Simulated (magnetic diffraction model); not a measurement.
**MnBi₃F₁₅: the ordered moment from one line**

Space group P2_1/m (no. 11), a = 5.7100 Å, b = 11.0490 Å, c = 11.1684 Å, β = 104.63°.

```csv
site,atom,x,y,z
4f,Bi,0.9473,0.0554,0.3321
2a,Bi,0,0,0
2e,Mn,0.4900,1/4,0.7457
4f,F,0.1018,0.9218,0.1839
4f,F,0.1034,0.9024,0.4819
4f,F,0.1497,0.8829,0.8875
4f,F,0.3047,0.3924,0.3725
4f,F,0.3083,0.3811,0.7187
4f,F,0.3123,0.4026,0.0487
2e,F,0.8475,1/4,0.3169
2e,F,0.6530,1/4,0.6398
2e,F,0.6187,1/4,0.9055
```

This is a made-up structure (elements placed in a structure type, unrelaxed), so the numbers test the method and describe no known phase.

Only Mn is taken to order (form factors of Mn4+); orders and moment sizes are assumed, and not adapted to the symmetry. Radiation: neutrons of λ = 2.567 Å, 8° to 40°; isotropic B of 0.33 Å² (Bi), 0.6 Å² (Mn) and 0.59 Å² (F). The intensities are simulated: I ∝ L Σ (|F_N|² + |F_M⊥|²) for unpolarised neutrons, with F_M = 2.695 fm/μB × Σ f(s) S exp(2πi Q·r) exp(−B s²) at Q = H ± k (one set where k and −k are equivalent), only the part normal to Q counting and L = 1/(sin²θ cos θ). For collinear order S is the moment m, which repeats by lattice and centring translations R with the sign exp(−2πi k·R). Form factors are spin-only for 3d ions and dipole or tabulated for f ions, scattering lengths are Sears's of 1992, and absorption is left out. A label names one of the reflections at its angle. The strongest nuclear line in the range is 100, and lines under 0.2 are left out.

In a first state the assumed order is k = (0 0 0), collinear moments along [101], 2.46 μB on Mn; signs + at (0.4900, 1/4, 0.7457), − at (0.5100, 3/4, 0.2543), with this pattern:

```
2θ (°)     index  nuclear  magnetic
 13.34   (0 1 0)      0.0      12.3
 13.64   (0 0 1)      0.7       0.8
 19.13   (0 1 1)      7.9       0.0
 26.87   (1 0 0)    100.0       0.0
 26.87   (0 2 0)     52.9       0.0
 26.91  (1 0 -1)      1.7       2.8
 27.48   (0 0 2)      1.4       0.0
 30.11   (1 1 0)      8.8       3.5
 30.15  (1 1 -1)      6.2       0.0
 30.25   (0 2 1)      2.5       3.5
 30.67   (0 1 2)      2.3       1.0
 33.28   (1 0 1)      0.1       0.6
 36.00   (1 1 1)      5.1       0.0
 36.10  (1 1 -2)      0.8       2.5
 38.36   (1 2 0)     56.9       0.0
 38.39  (1 2 -1)      1.0       2.5
```
(The table stops after 16 lines; 1 more lie at higher angle.)

**Question.** Nearer the ordering temperature the line at 13.34° has total intensity 6.0 on the same scale, and all moments have shrunk alike. How large is the Mn moment?

The nuclear part, 0.0, stays, so the magnetic part is 6.0 against 12.3. It goes as m², so m = 2.46 × √(6.0/12.3) = 1.72 μB; the value used was 1.72 μB.

[Logs are printed without paths, hosts, clocks, repeated set-up lines and the standing remarks that a program may print on its own settings, such as how far it seeks lower states.]
